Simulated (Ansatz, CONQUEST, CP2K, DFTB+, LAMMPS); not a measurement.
# Amorphous polyisobutylene (as short chains C22H46) at 640 K (136 atoms): one structure in several programs

Wanted: errors and costs of other methods on amorphous polyisobutylene (as short chains C22H46) at 640 K (136 atoms). A plane-wave run serves as the reference.

Method: Kohn-Sham DFT, PBE, PAW, plane waves, in Ansatz 0.2.0.

**1. Starting point**

The cell holds 136 atoms: 44 C and 92 H. Its edges and angles: a = 11.429 Å, b = 11.429 Å, c = 11.429 Å, α = 90.0°, β = 90.0°, γ = 90.0°. 2 polyisobutylene chains of 5 units with methyl end groups placed at random, at 0.691 g/cm³; overlaps pushed apart, then 20 ps at 800 K with MMFF94 bonds, angles, torsions, charges and radii (Halgren, J. Comput. Chem. 17, 490 (1996)) in harmonic and 12-6 forms. Snapshot after 30 ps at 640 K and fixed volume.

**2. Reference: Ansatz, plane waves**

The PAW files are the set soft_2.

The input, input.yaml:

```yaml
crystal:
  lattice:
    - [11.42893, 0.0, 0.0]
    - [0.0, 11.42893, 0.0]
    - [0.0, 0.0, 11.42893]
  atoms:
    - { symbol: C, position: [0.02061, 0.37741, 0.12982] }
    - { symbol: C, position: [0.90768, 0.33297, 0.08076] }
    - { symbol: C, position: [0.93097, 0.23156, 0.9903] }
    - { symbol: C, position: [0.82377, 0.15004, 0.9756] }
    [... 126 atom lines left out ...]
    - { symbol: H, position: [0.17588, 0.70831, 0.74576] }
    - { symbol: H, position: [0.28008, 0.60278, 0.8157] }
    - { symbol: H, position: [0.12244, 0.59824, 0.84779] }
    - { symbol: H, position: [0.1805, 0.92388, 0.96516] }
    - { symbol: H, position: [0.14181, 0.88563, 0.82115] }
    - { symbol: H, position: [0.06129, 0.83109, 0.9268] }
kpoints:
  mp_grid: { grid: [1, 1, 1] }
hamiltonian:
  xc: pbe
scf:
  occupations: { method: fermi_dirac, width: 0.05 }
output:
  forces: true
  eigenvalues: true
  populations: true
  stress: true
```

Started as:

```console
$ ansatz run input.yaml --threads 4 --pin off --max-ram 8192MiB --backend cpu --events-out ev --progress --plain --runs-dir out
```

Output:

```text
[...]
Pseudopotentials: kind: paw
Pseudopotential: C, paw, valence charge 4, recommended cutoff 420 eV (normal), C.paw.azcp
Pseudopotential: H, paw, valence charge 1, recommended cutoff 420 eV (normal), H.paw.azcp
[... 5 lines on functional and potentials left out ...]
Crystal: 136 atoms, lattice volume = 1492.852 Å³
Basis set: ecut = 420 eV, 29039 PW (Γ), exchange–correlation on 160×160×160 points (8 copies of the dense FFT grid, shifted against one another)
Bands: 270, of which v1, the nominal top of the filled ones, is band 134 counted from 1 (133 counted from 0)
Symmetry: 1 space group operations
Space group: P1 (ITA 1), of the structure as read, at distance tolerance 1.1e-4 Å
k-points: 1
[... 5 lines on functional and potentials left out ...]
Initial density: superposition of atomic densities (neutral atoms: chi_scale 0, normalization atom), corrected by the library's trained network
Initial wavefunctions: pseudopotential atomic-orbital guess
[...]
SCF iter   1: F=—  HF=-12512.010278 eV  |F-HF|=—  |Δ(HF+E_count)|=         —  Δρ=4.46e-3  dr2=3.59e-1  ethr=1.77e-3  ⟨swp⟩=6.0  Hψ=1282  notcnv=0  defer=52
preconditioner: auto → Resta (q_TF=auto, 2.049 Å⁻¹)  ε∞=2.1  [insulator: Δε(μ)=4.766 eV  Ē_g=15.066 eV  σ=0.050 eV  W_gap=1.00  n_scr=202 (ndim 8)  ℏωp=15.7 eV  f_vac=0.347  D(μ)=0.00/eV (n_scr^D=0)  ε∞_Penn≈2.1]
[...]
SCF iter   8: F=—  HF=-12512.024552 eV  |F-HF|=—  |Δ(HF+E_count)|=   1.21e-6  Δρ=3.34e-6  dr2=2.38e-7  ethr=4.62e-10  ⟨swp⟩=2.0  Hψ=274  notcnv=0  defer=129
SCF iter   9: F=-12512.024552 eV  HF=-12512.024552 eV  |F-HF|=5.43e-8  |Δ(HF+E_count)|=   2.50e-7  Δρ=7.76e-7  dr2=1.45e-8  ethr=3.73e-11  ⟨swp⟩=20.0  Hψ=1800  notcnv=0
SCF 1 converged in 9 iterations: F = -12512.024552 eV  dr2 = 1.45e-8
[...]
SCF converged after 9 iterations
Free energy (F): -12512.024552 eV
Harris-Foulkes:  -12512.024552 eV  (|F-HF|=5.43e-8)
Internal energy: -12512.024552 eV  (E = F + TS)
E sigma→0 (E₀):  -12512.024552 eV
Fermi energy:    0.059476 eV
--- Per-component energies (eV) ---
[...]
Σ components = -12512.024552   (vs F -12512.024552, Δ=0.00e0)
--- Forces (eV/Å), atoms counted from 1 ---
  atom   1  C      0.60873436    -1.04414530     1.19396694
  atom   2  C      0.12931232    -2.05350694     0.09205806
  atom   3  C     -0.83640669     0.07741391     0.02605894
  atom   4  C     -0.47210513     1.41425593     0.87644907
[...]
atom 136  H     -1.25295504    -0.22810404     0.79146508
  max |Σ_I F_I| component: 3.70e-5 eV/Å
--- Stress (GPa, compression-positive) ---
        2.753580      -0.009447       0.360526
       -0.009447       1.082057       0.688881
        0.360526       0.688881       2.467439
  P = ⅓ Tr σ = 2.1010 GPa (21.010 kbar)
--- Band table (eV) ---
  k-point 0: bands = ["-17.5671", "-17.3131", "-17.1876", "-16.9629", [... 254 levels ...], "9.9326", "9.9926", "10.0164", "10.1308", "10.1589", "10.1666", "10.2227", "10.2926", "10.3562", "10.3975", "10.4127", "10.4719"]
--- Löwdin populations: 136 sites ---
  site symbol       q [e]
     0      C      4.4582
     1      C      4.2595
     2      C      3.9086
[...]
135      H      0.8102
  spilling = 0.011020 (of n_electrons = 268.000000)
```

It took 9.1 s on 4 threads of Intel Xeon Platinum 8488C (Sapphire Rapids), shared host; peak memory 1.6 GiB.

The column dr2 measures how far the density is from self-consistency, as an energy; F and HF (Harris–Foulkes) agree once it is small.

The run gave:

```
free energy                                      : -12512.0246 eV
free energy per atom                             : -92.0002 eV/atom
SCF cycles                                       : 9
pressure                                         : 2.101 GPa
r.m.s. force component                           : 1.236 eV/Å
longest force                                    : 7.159 eV/Å
Fermi energy                                     : 0.05948 eV
gap (highest filled to lowest empty level) : 4.769 eV
spilling of the projection                       : 0.01102
```

Length of the force by element:

| element | coordination | atoms | mean length of the force (eV/Å) | spread | least | most |
| --- | --- | --- | --- | --- | --- | --- |
| C | all | 44 | 2.46 | 1.37 | 0.751 | 7.16 |
| H | all | 92 | 1.43 | 0.967 | 0.173 | 6.62 |

Löwdin charges by element (they lack the spilled electrons, 0.022 e an atom on average):

| element | coordination | atoms | mean charge (e) | spread | least | most |
| --- | --- | --- | --- | --- | --- | --- |
| C | all | 44 | -0.294 | 0.221 | -0.507 | 0.0994 |
| H | all | 92 | 0.173 | 0.0191 | 0.123 | 0.221 |

The levels nearest the highest filled one (over half full), pooled over k-points and spins:

| level less the highest filled one (eV) | occupation |
| --- | --- |
| -0.648 | 2 |
| -0.529 | 2 |
| -0.451 | 2 |
| -0.384 | 2 |
| -0.355 | 2 |
| 0 | 2 |
| 4.77 | 0 |
| 5.46 | 0 |
| 5.66 | 0 |
| 5.72 | 0 |
| 5.90 | 0 |
| 6.00 | 0 |

The run ends at a pressure of 2.10 GPa, with forces up to 7.2 eV/Å.

**3. The other programs**

The programs:
- CONQUEST 1.3: pseudo-atomic orbitals (double zeta with polarisation, or contracted to multi-site or on-site support functions) with norm-conserving potentials on an integration grid.
- CP2K 2026.2: Gaussian basis with GTH pseudopotentials and a plane-wave density; labels give functional, basis (MOLOPT sets; SR short-range, UZH the newer set with its own potentials), grid cutoff/relative cutoff and solver (OT: orbital transformation; TRS4, TC2, SIGN: linear-scaling purification with its sparsity filter), or its built-in tight binding.
- DFTB+ 25.1: tight binding, with Slater–Koster sets (DFTB) or xTB through its tblite library.

All use the same cell and atoms; the electronic-structure runs use the same k-mesh, and an electronic temperature of 580 K (0.05 eV) where levels are smeared.

Differences are against the plane-wave reference, forces as r.m.s. over components; share is that over the reference's r.m.s. force, slope the least-squares factor from reference forces to these. Total energies of different programs have different zeros and aren't compared.

| run | Δ force, r.m.s. (meV/Å) | share (%) | slope | Δ pressure (GPa) | Δ gap (eV) | cores | CPU time | memory (GiB) |
| --- | --- | --- | --- | --- | --- | --- | --- | --- |
| reference | - | - | - | - | - | 4 | 33 s | 1.6 |
| CONQUEST PBE, grid 80 Ha | 263 | 21.3 | 1.076 | 1.93 | 0.635 | 4 | 4.2 min | 5.7 |
| CP2K PBE, DZVP-MOLOPT-SR, 450/50 Ry, OT CG | 61.6 | 4.98 | 1.035 | 0.124 | 2.28 | 2 | 13 min | 1.5 |
| CP2K PBE, DZVP-MOLOPT-SR, 630/50 Ry, OT CG | 61.6 | 4.98 | 1.035 | 0.124 | 2.28 | 2 | 15 min | 2.3 |
| CP2K PBE, SZV-MOLOPT-SR, 450/50 Ry, OT CG (coarse) | 556 | 45.0 | 1.259 | -0.0231 | 6.87 | 1 | 5.6 min | 1.3 |
| DFTB+ DFTB 3ob-3-1 | 325 | 26.3 | 1.000 | -1.08 | 6.04 | 1 | 0.52 s | 0.18 |
| DFTB+ DFTB mio-1-1 | 164 | 13.3 | 1.060 | -0.833 | 6.01 | 1 | 0.34 s | 0.18 |
| DFTB+ GFN1-xTB | 171 | 13.8 | 0.998 | -1.67 | 2.51 | 1 | 2.8 s | 0.18 |
| DFTB+ GFN2-xTB | 202 | 16.4 | 0.961 | -2.21 | 4.53 | 1 | 5.5 s | 0.18 |

Rows marked coarse were listed beforehand as settings not expected to be converged; some can still land near the reference.

CPU time is summed over cores on a shared host, where runs went side by side, so it is rough. Symmetry, cutoffs, thresholds, outputs and thread counts weren't matched or tuned between programs; memory under MPI is the largest rank's times the ranks.

Mean charges by element (e), by run and scheme:

| run | scheme | C | H |
| --- | --- | --- | --- |
| reference | Löwdin | -0.29 | +0.17 |
| CP2K PBE, DZVP-MOLOPT-SR, 450/50 Ry, OT CG | Mulliken | -0.16 | +0.07 |
| CP2K PBE, DZVP-MOLOPT-SR, 450/50 Ry, OT CG | Hirshfeld | -0.08 | +0.04 |
| CP2K PBE, DZVP-MOLOPT-SR, 630/50 Ry, OT CG | Mulliken | -0.16 | +0.07 |
| CP2K PBE, DZVP-MOLOPT-SR, 630/50 Ry, OT CG | Hirshfeld | -0.08 | +0.04 |
| DFTB+ DFTB 3ob-3-1 | Mulliken | -0.18 | +0.09 |
| DFTB+ DFTB mio-1-1 | Mulliken | -0.13 | +0.06 |
| DFTB+ GFN1-xTB | Mulliken | -0.06 | +0.03 |
| DFTB+ GFN2-xTB | Mulliken | -0.07 | +0.03 |

The reference's Löwdin charges lack the electrons that the projection spills, 0.022 e an atom on average.

Within one program, basis, potentials and functional, energies share a zero. Each run against its twin at the usual cutoff or grid and solver:

| run | twin | Δ energy (meV/atom) | Δ force, r.m.s. (meV/Å) | CPU time over the twin's |
| --- | --- | --- | --- | --- |
| CP2K PBE, DZVP-MOLOPT-SR, 630/50 Ry, OT CG | DZVP-MOLOPT-SR, 450/50 Ry, OT CG | 2.0e-4 | 0.366 | 1.2 |

**4. Outcome**

| Item | Value |
| --- | --- |
| reference r.m.s. force component | 1.24 eV/Å |
| nearest in forces | a tie at 5.0 % of 2 runs: CP2K PBE, DZVP-MOLOPT-SR, 450/50 Ry, OT CG; CP2K PBE, DZVP-MOLOPT-SR, 630/50 Ry, OT CG |
| farthest in forces | CP2K PBE, SZV-MOLOPT-SR, 450/50 Ry, OT CG (coarse), 45 % |
| cheapest electronic-structure run beside the reference | DFTB+ DFTB mio-1-1, 0.34 s of CPU time |

The PBE runs in local orbitals, coarse settings apart, differ by 5.0 % (CP2K PBE, DZVP-MOLOPT-SR, 450/50 Ry, OT CG) to 21 % (CONQUEST PBE, grid 80 Ha); basis, grid and potentials can all enter. Tight binding differs by 13 % (DFTB+ DFTB mio-1-1) to 26 % (DFTB+ DFTB 3ob-3-1); it is another model, with fitted parameters of its own, and the xTB methods hold dispersion. Runs with settings chosen to be coarse differ by 45 % (CP2K PBE, SZV-MOLOPT-SR, 450/50 Ry, OT CG), their programs' other errors included. Of the electronic-structure runs that take under half the reference's CPU time, DFTB+ DFTB mio-1-1 comes nearest, at 13 % in 0.34 s against 33 s. At the same functional, gaps differ from the reference's 4.77 eV by between +0.64 and +6.87 eV. A likely cause of the wide gaps: compact atomic orbitals describe empty levels worse than filled ones. In pressure, CONQUEST PBE, grid 80 Ha misses by +1.9 GPa, at the same functional. Charges hang on model, scheme and program or settings: among these rows the mean for C runs from -0.29 to -0.06 e. In the reference: filled and empty levels are parted by 4.77 eV (at Γ alone); a semilocal functional tends to put such gaps too low. In a disordered cell it changes from sample to sample, and tail or defect levels can set it. In the reference: mean Löwdin charges: C -0.29, H +0.17 e (they miss 1.1 % of the electrons, so they add up to more than the cell's charge). Periodic xTB results under one method name differ between programs and library versions (DFTB+ here holds tblite 0.3). With short bonds to hydrogen, sets of potentials differ among themselves by several per cent in forces even at converged cutoffs, so the reference isn't exact here either. The network of contacts between molecules at the start is that of the classical potential that made the cell, and needn't be the one that DFT or experiment would give. The reference's PBE has no dispersion term, which matters for the binding between molecules or layers. The density was typed from a rule of thumb and may lie off the real one at this temperature. The electronic-structure runs sample only Γ, in a cell whose shortest periodic width is 11 Å.

[Also dropped from logs without a mark: logging warnings of Python, and SIESTA's first energy breakdown and zero terms.]

[Logs are printed without paths, hosts, clocks, repeated set-up lines and the standing remarks that a program may print on its own settings, such as how far it seeks lower states.]

[Hosts, paths, dates, database ids (printed as entryN), source tags and the programs' standing remarks are cut or masked in the printed files.]

[The MMFF94 radii named for the starting cell were scaled by 0.96; in molecules described by MMFF94, hydrogen bound to N, O or S took a small fixed 12-6 site in their place.]
